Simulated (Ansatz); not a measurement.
# CO on Pt(100): change of the work function, part 2 of 2

How does CO on the hollow site change the work function of Pt(100) as the layer fills?

Ansatz 0.2.0; plane-wave DFT, PBE, Ansatz PAW.

So far, work function, upper face (eV): step 2 (the clean slab) 5.65; step 3 (18 atoms, coverage 0.25 ML, cell 2x2) 6.41; step 4 (20 atoms, coverage 0.5 ML, cell 2x2) 6.81.

## (5) Adsorbate added, k-mesh 11×11×1, coverage 1 ML

System of this step: CO/Pt(100). The cell holds 6 atoms: 4 Pt, 1 C and 1 O. Cell: a = 2.772 Å, b = 2.772 Å, c = 25.894 Å, α = 90.0°, β = 90.0°, γ = 90.0°. Vacuum lies along c.

File input.yaml:

```yaml
crystal:
  lattice:
    - [2.7718585823, 0.0, 0.0]
    - [0.0, 2.7718585823, 0.0]
    - [0.0, 0.0, 25.8943862558]
  atoms:
    - { symbol: Pt, position: [0.5, 0.5, 0.3475656813] }
    - { symbol: Pt, position: [0.0, 0.0, 0.4232577629] }
    - { symbol: Pt, position: [0.5, 0.5, 0.5004510367] }
    - { symbol: Pt, position: [0.0, 0.0, 0.5764348192] }
    - { symbol: C, position: [0.5, 0.5, 0.6076369643] }
    - { symbol: O, position: [0.5, 0.5, 0.6524343187] }
kpoints:
  mp_grid: { grid: [11, 11, 1] }
hamiltonian:
  xc: pbe
scf:
  occupations: { method: fermi_dirac, width: 0.1 }
  convergence: { dr2_threshold: 1.0e-08 }
efield:
  axis: 3
  dipole_correction: true
  ramp_position: 0.97
  ramp_width: 0.06
relax:
  f_tol: 0.02
  max_steps: 60
  constraints: [{ sites: [0, 1] }]
output:
  bader: true
  write_potential: true
  write_density: true
  volumetric_format: npy
```

The run is started by

```sh
$ ansatz run input.yaml --threads 4 --pin off --max-ram 12288MiB --backend cpu --events-out ev --progress --plain --runs-dir out
```

Wall time 43 s (4 threads of Arm Neoverse V1, shared host); peak memory 0.58 GiB.

The steps of the relaxation:

```csv
step,energy less that of the first step (eV),largest force component (eV/Å)
1,0.0000,4.5240
2,-0.6476,2.1076
3,-0.9267,1.3157
4,-1.0449,0.3108
5,-1.0549,0.0587
6,-1.0549,0.0097
```

Forces are held to the 8 operations that the run works with; a distortion that breaks them can't arise in this run.

The atoms that moved most (Å):

```csv
atom,dx,dy,dz,length
O6,0.000,0.000,0.651,0.651
C5,0.000,0.000,0.636,0.636
Pt4,0.000,0.000,0.221,0.221
Pt3,0.000,0.000,0.018,0.018
```

Final coordinates:

```cif
data_structure
_symmetry_space_group_name_H-M 'P 1'
_symmetry_Int_Tables_number 1
_cell_length_a 2.7719
_cell_length_b 2.7719
_cell_length_c 25.8944
_cell_angle_alpha 90.000
_cell_angle_beta 90.000
_cell_angle_gamma 90.000
_cell_volume 198.95
loop_
_atom_site_label
_atom_site_type_symbol
_atom_site_fract_x
_atom_site_fract_y
_atom_site_fract_z
_atom_site_occupancy
Pt1 Pt 0.50000 0.50000 0.34757 1
Pt2 Pt 0.00000 0.00000 0.42326 1
Pt3 Pt 0.50000 0.50000 0.50116 1
Pt4 Pt 0.00000 0.00000 0.58496 1
C5 C 0.50000 0.50000 0.63221 1
O6 O 0.50000 0.50000 0.67756 1
```

Running mean over 1.96 Å of the planar mean; the ramp of the sawtooth is left out. Electron's electrostatic potential energy less the Fermi level against z:

```csv
z (Å),electron's electrostatic potential energy less the Fermi level (eV)
3.5,5.71
4.0,5.71
4.5,5.71
5.0,5.70
5.5,5.70
6.0,5.66
6.5,5.54
7.0,5.00
7.5,2.63
8.0,-3.01
8.5,-8.78
9.0,-11.3
9.5,-11.8
10.0,-11.9
10.5,-12.0
11.0,-12.0
11.5,-11.6
12.0,-11.4
12.5,-11.6
13.0,-11.7
13.5,-10.7
14.0,-9.87
14.5,-10.9
15.0,-13.1
15.5,-14.8
16.0,-12.0
16.5,-7.58
17.0,-4.85
17.5,-1.19
18.0,1.59
18.5,4.11
19.0,6.26
19.5,6.73
20.0,6.79
20.5,6.79
21.0,6.79
21.5,6.79
22.0,6.79
22.5,6.79
```

The relaxation took 6 steps and lowered the energy by 1.1 eV; the largest force on the free atoms ends at 0.0097 eV/Å.

The covered face has 6.79 eV, +1.15 eV against the clean one; the bare back face has moved by +0.06 eV, a measure of how thin the slab is.

## (6) Work function against coverage

This step: plane-wave DFT, PBE, Ansatz PAW; work function against coverage (Ansatz 0.2.0).

The runs are now put side by side.

Numbers from this step:

```yaml
work_function_of_the_clean_face: 5.647 eV
largest_change_of_the_work_function: 1.158 eV
```

The work function of the covered face by coverage:

```csv
coverage (adsorbates/nm²),work function of the covered face (eV)
0.00,5.65
3.25,6.41
6.51,6.81
13.02,6.79
```

The dipole per adsorbate comes from the change of the cell's dipole. Coverage, by row:

```csv
coverage (1/nm²),coverage (ML),work function (eV),change (eV),"dipole per adsorbate, positive end outwards (debye)",mean height of the added atoms over the highest substrate atom (Å)
3.254,0.25,6.415,0.7675,-0.61,1.748
6.508,0.5,6.805,1.158,-0.462,1.784
13.02,1,6.794,1.147,-0.221,1.811
```

## (7) The slab at 0.25 ML, atoms frozen

This step: plane-wave DFT, PBE, Ansatz PAW (Ansatz 0.2.0).

System of this step: CO/Pt(100). The cell holds 18 atoms: 16 Pt, 1 C and 1 O. Cell: a = 5.544 Å, b = 5.544 Å, c = 25.894 Å, α = 90.0°, β = 90.0°, γ = 90.0°. Vacuum lies along c.

To see where the charge goes, the covered slab, the bare substrate and the adsorbate layer are each run at the same frozen positions and on the same grid.

File input.yaml:

```yaml
crystal:
  lattice:
    - [5.5437171646, 0.0, 0.0]
    - [0.0, 5.5437171646, 0.0]
    - [0.0, 0.0, 25.8943862558]
  atoms:
    - { symbol: Pt, position: [0.25, 0.25, 0.3475656813] }
    - { symbol: Pt, position: [0.0, 0.0, 0.4232577629] }
    - { symbol: Pt, position: [0.25, 0.25, 0.4993038238] }
    - { symbol: Pt, position: [0.002166345, 0.002166345, 0.5795018845] }
    - { symbol: Pt, position: [0.25, 0.75, 0.3475656813] }
    - { symbol: Pt, position: [0.0, 0.5, 0.4232577629] }
    - { symbol: Pt, position: [0.25, 0.75, 0.5006055843] }
    - { symbol: Pt, position: [0.002166345, 0.497833655, 0.5795018845] }
    - { symbol: Pt, position: [0.75, 0.25, 0.3475656813] }
    - { symbol: Pt, position: [0.5, 0.0, 0.4232577629] }
    - { symbol: Pt, position: [0.75, 0.25, 0.5006055843] }
    - { symbol: Pt, position: [0.497833655, 0.002166345, 0.5795018845] }
    - { symbol: Pt, position: [0.75, 0.75, 0.3475656813] }
    - { symbol: Pt, position: [0.5, 0.5, 0.4232577629] }
    - { symbol: Pt, position: [0.75, 0.75, 0.5036622329] }
    - { symbol: Pt, position: [0.497833655, 0.497833655, 0.5795018845] }
    - { symbol: C, position: [0.25, 0.25, 0.6239313282] }
    - { symbol: O, position: [0.25, 0.25, 0.6700768681] }
kpoints:
  mp_grid: { grid: [6, 6, 1] }
hamiltonian:
  xc: pbe
scf:
  occupations: { method: fermi_dirac, width: 0.1 }
  convergence: { dr2_threshold: 1.0e-08 }
efield:
  axis: 3
  dipole_correction: true
  ramp_position: 0.97
  ramp_width: 0.06
output:
  write_potential: true
  write_density: true
  volumetric_format: npy
```

Run time: 64 s. Hardware: 4 threads; peak memory 3.3 GiB.

This step gave:

```
energy at zero smearing        : -201179.4913 eV
work function, upper face      : 6.415 eV
work function, lower face      : 5.665 eV
dipole along the normal        : -0.1274 e·Å
step between the vacuum levels : 0.7499 eV
```

The work function of the upper face is 6.41 eV.

## (8) The substrate of the 0.25 ML cell alone

System of this step: CO/Pt(100), substrate alone, atoms held. The cell holds 16 atoms: 16 Pt. Its edges and angles: a = 5.544 Å, b = 5.544 Å, c = 25.894 Å, α = 90.0°, β = 90.0°, γ = 90.0°. Vacuum lies along c.

The second part, atoms unmoved.

input.yaml: that of step 7 with these lines changed.

```diff
@@ -22,4 +22,2 @@
     - { symbol: Pt, position: [0.497833655, 0.497833655, 0.5795018845] }
-    - { symbol: C, position: [0.25, 0.25, 0.6239313282] }
-    - { symbol: O, position: [0.25, 0.25, 0.6700768681] }
 kpoints:
```

Elapsed: 63 s, on 4 threads; peak memory 3.2 GiB; 4.1 min of CPU time.

Numbers from this step:

- energy at zero smearing: -200361.2480 eV
- work function, upper face: 5.673 eV
- dipole along the normal: -0.002963 e·Å

The work function of the upper face is 5.67 eV.

## (9) The adsorbate layer of the 0.25 ML cell alone

System of this step: CO/Pt(100), adsorbate layer alone, atoms held. The cell holds 2 atoms: 1 C and 1 O. Its edges and angles: a = 5.544 Å, b = 5.544 Å, c = 25.894 Å, α = 90.0°, β = 90.0°, γ = 90.0°. Vacuum lies along c.

The third part; a free layer of atoms may carry a moment, so spin is on.

input.yaml, the sections that differ from step 8:

```yaml
crystal:
  lattice:
    - [5.5437171646, 0.0, 0.0]
    - [0.0, 5.5437171646, 0.0]
    - [0.0, 0.0, 25.8943862558]
  atoms:
    - { symbol: C, position: [0.25, 0.25, 0.6239313282], spin: 1.0 }
    - { symbol: O, position: [0.25, 0.25, 0.6700768681] }
magnetization:
  spin_polarized: true
# kpoints, hamiltonian, scf, efield, output: as in step 8
```

It took 7.9 s on 4 threads; peak memory 0.93 GiB.

This step gave:

```
gap on the k-mesh             : 6.441 eV
dipole along the normal       : 0.001661 e·Å
ionisation energy, upper face : 9.302 eV
electron affinity, upper face : 2.861 eV
```

At this spacing and smearing the free layer keeps no moment.

## (10) Density difference at 0.25 ML

This step: plane-wave DFT, PBE, Ansatz PAW; density difference on adsorption (Ansatz 0.2.0).

The densities of the parts are taken from that of the whole and averaged over planes; the first moment of what is left gives the step in the potential.

Numbers from this step:

| Item | Value |
| --- | --- |
| largest charge moved | -0.004067 e/Å² |
| potential step from the moved charge | 0.7416 eV |

The electron density difference oscillates, so the rows of the table below give means over windows of 1 Å about each position, cut where the curve ends. Its maxima inside the range that stand out by 2 % of the span (Å: e/Å³): 8.9: 4.3e-4, 10.5: 3.9e-4, 11.4: 2.6e-4, 12.7: 0.00212, 13.4: 0.00301, 15.0: -3.4e-4, 16.1: 0.00971, 17.4: 0.00486. Its minima: 8.6: -4.5e-4, 9.4: -4.3e-4, 10.9: -3.6e-4, 11.9: -3.9e-4, 12.9: -0.00311, 14.7: -0.00588, 15.4: -0.00661, 17.0: -0.00510.

Planar mean, whole system less its parts. Table of electron density difference by z; means over each step:

```csv
z (Å),electron density difference (e/Å³)
5,3.1e-7
6,3.8e-6
7,3.6e-5
8,-1.9e-5
9,-8.1e-5
10,4.6e-5
11,3.6e-5
12,9.2e-5
13,3.0e-4
14,1.4e-5
15,-0.00379
16,0.00356
17,-0.00123
18,9.9e-4
19,3.6e-5
20,1.3e-7
```

The electrons moved below z oscillates, so the rows of the table below give means over windows of 1 Å about each position, cut where the curve ends. Its maxima inside the range that stand out by 2 % of the span (Å: e/Å²): 9.1: 4.3e-5, 10.6: 4.8e-5, 12.7: 5.8e-4, 14.0: 0.00119, 16.4: 3.1e-4. Its minima: 8.8: -7.9e-5, 9.9: -1.3e-4, 12.1: -1.3e-4, 13.1: -2.7e-4, 15.7: -0.00407, 17.1: -0.00204.

Planar mean, whole system less its parts. Electrons moved below z against z; means over each step:

z (Å), electrons moved below z (e/Å²) and a bar from the least value:
```
        5    0.00000 #####################
        6    0.00000 #####################
        7    0.00002 #####################
        8    0.00007 ######################
        9   -0.00002 #####################
       10   -0.00010 ####################
       11    0.00000 #####################
       12   -0.00004 #####################
       13    0.00022 #######################
       14    0.00093 ##############################
       15   -0.00169 #####
       16   -0.00222 
       17   -0.00106 ###########
       18   -0.00021 ###################
       19   -0.00001 #####################
       20    0.00000 #####################
```

## (11) Varying the input

This step: plane-wave DFT, PBE, Ansatz PAW (Ansatz 0.2.0).

System of this step: CO/Pt(100). The cell holds 6 atoms: 4 Pt, 1 C and 1 O. Its edges and angles: a = 2.772 Å, b = 2.772 Å, c = 25.894 Å, α = 90.0°, β = 90.0°, γ = 90.0°. Vacuum lies along c.

A run with a changed input: it repeats the earlier run at 1 ML with basis.ecutwfc to 51.4 Ry, kpoints.mp_grid.grid from [11, 11, 1] to [14, 14, 1], scf.occupations.method from fermi_dirac to gaussian and scf.occupations.width from 0.1 to 0.01.

File input.yaml:

```yaml
crystal:
  lattice:
    - [2.7718585823, 0.0, 0.0]
    - [0.0, 2.7718585823, 0.0]
    - [0.0, 0.0, 25.8943862558]
  atoms:
    - { symbol: Pt, position: [0.5, 0.5, 0.3475656813] }
    - { symbol: Pt, position: [0.0, 0.0, 0.4232577629] }
    - { symbol: Pt, position: [0.5, 0.5, 0.5004510367] }
    - { symbol: Pt, position: [0.0, 0.0, 0.5764348192] }
    - { symbol: C, position: [0.5, 0.5, 0.6076369643] }
    - { symbol: O, position: [0.5, 0.5, 0.6524343187] }
kpoints:
  mp_grid: { grid: [14, 14, 1] }
hamiltonian:
  xc: pbe
scf:
  occupations: { method: gaussian, width: 0.01 }
  convergence: { dr2_threshold: 1.0e-08 }
efield:
  axis: 3
  dipole_correction: true
  ramp_position: 0.97
  ramp_width: 0.06
relax:
  f_tol: 0.02
  max_steps: 60
  constraints: [{ sites: [0, 1] }]
output:
  bader: true
  write_potential: true
  write_density: true
  volumetric_format: npy
basis:
  ecutwfc: "51.4 Ry"
```

Run time: 2.2 min. Hardware: 4 threads; peak memory 1.1 GiB; 8.7 min of CPU time.

Step by step:

```csv
step,energy less that of the first step (eV),largest force component (eV/Å)
1,0.0000,4.4877
2,-0.6555,2.1647
3,-0.9341,1.3320
4,-1.0471,0.2857
5,-1.0558,0.0461
6,-1.0558,0.0127
```

The run keeps the 8 symmetry operations that it works with, so distortions that break them were not tested.

The atoms that moved most (Å):

```csv
atom,dx,dy,dz,length
O6,0.000,0.000,0.643,0.643
C5,0.000,0.000,0.629,0.629
Pt4,0.000,0.000,0.218,0.218
Pt3,0.000,0.000,0.018,0.018
```

Final coordinates:

```cif
data_structure
_symmetry_space_group_name_H-M 'P 1'
_symmetry_Int_Tables_number 1
_cell_length_a 2.7719
_cell_length_b 2.7719
_cell_length_c 25.8944
_cell_angle_alpha 90.000
_cell_angle_beta 90.000
_cell_angle_gamma 90.000
_cell_volume 198.95
loop_
_atom_site_label
_atom_site_type_symbol
_atom_site_fract_x
_atom_site_fract_y
_atom_site_fract_z
_atom_site_occupancy
Pt1 Pt 0.50000 0.50000 0.34757 1
Pt2 Pt 0.00000 0.00000 0.42326 1
Pt3 Pt 0.50000 0.50000 0.50114 1
Pt4 Pt 0.00000 0.00000 0.58484 1
C5 C 0.50000 0.50000 0.63194 1
O6 O 0.50000 0.50000 0.67728 1
```

Numbers from this step:

| Item | Value |
| --- | --- |
| energy at zero smearing | -50907.4119 eV |
| work function, upper face | 6.793 eV |
| work function, lower face | 5.715 eV |
| dipole along the normal | -0.04577 e·Å |
| step between the vacuum levels | 1.078 eV |

```csv
quantity,this run,earlier run,difference
"work function, upper face (eV)",6.793,6.794,-0.0012
"work function, lower face (eV)",5.715,5.707,0.0087
dipole along the normal (e·Å),-0.04577,-0.04619,4.2e-4
```

What moves beyond 0.01 in its unit (for the dipole 0.5 % and 5e-5 e·Å): dipole along the normal (+0.000422 e·Å).

## (12) Varying the input

System of this step: Pt(100). The cell holds 4 atoms: 4 Pt. Cell: a = 2.772 Å, b = 2.772 Å, c = 23.880 Å, α = 90.0°, β = 90.0°, γ = 90.0°. Vacuum lies along c.

An input spoilt on purpose, to show how the run answers: it repeats the earlier run at 0 ML with efield.amplitude to 1.5, and scf.max_iter set to 50.

File input.yaml:

```yaml
crystal:
  lattice:
    - [2.7718585823, 0.0, 0.0]
    - [0.0, 2.7718585823, 0.0]
    - [0.0, 0.0, 23.88]
  atoms:
    - { symbol: Pt, position: [0.5, 0.5, 0.3768844221] }
    - { symbol: Pt, position: [0.0, 0.0, 0.458961474] }
    - { symbol: Pt, position: [0.5, 0.5, 0.541038526] }
    - { symbol: Pt, position: [0.0, 0.0, 0.6231155779] }
kpoints:
  mp_grid: { grid: [11, 11, 1] }
hamiltonian:
  xc: pbe
scf:
  occupations: { method: fermi_dirac, width: 0.1 }
  convergence: { dr2_threshold: 1.0e-08 }
  max_iter: 50
efield:
  axis: 3
  dipole_correction: true
  ramp_position: 0.97
  ramp_width: 0.06
  amplitude: 1.5
relax:
  f_tol: 0.02
  max_steps: 60
  constraints: [{ sites: [0, 1] }]
output:
  write_potential: true
  write_density: true
  volumetric_format: npy
```

Run time: 21 s. Hardware: 4 threads; peak memory 0.49 GiB.

```csv
quantity,this run,earlier run,difference
dipole along the normal (e·Å),0.5766,-7.79e-5,0.58
```

The applied field differs between the two, so the dipoles differ in any case.

In so strong a field the program warns of density in the ramp of the sawtooth; these numbers are not the system's.

## (13) Outcome

| Item | Value |
| --- | --- |
| work function of the clean face | 5.65 eV |
| work function at 0.25 ML | 6.41 eV |
| work function at 0.5 ML | 6.81 eV |
| work function at 1 ML | 6.79 eV |
| dipole per adsorbate at 0.25 ML, positive end outwards | -0.61 D |
| step of the potential from the moved charge at 0.25 ML, upper less lower side, atoms held | 0.742 eV |

CO raises the work function of Pt(100) at the lowest coverage, by 0.77 eV: the adsorbate layer has its negative end outwards. The dipole per adsorbate falls from 0.61 to 0.22 D as the layer fills. Neighbouring dipoles depolarise each other, and heights and bonding change with coverage too. The slab has 4 layers, at the tabulated experimental lattice constant, one starting site was run, and quantum-size effects of a slab this thin can reach one or two tenths of an eV.

[Logs are printed without paths, hosts, clocks, repeated set-up lines and the standing remarks that a program may print on its own settings, such as how far it seeks lower states.]

[Hosts, paths, dates, database ids (printed as entryN), source tags and the programs' standing remarks are cut or masked in the printed files.]

[Maps of the electrostatic potential energy from Ansatz leave out the sawtooth potential of an applied field or a dipole correction, so their vacuum need not be flat; planar profiles and work functions include it.]
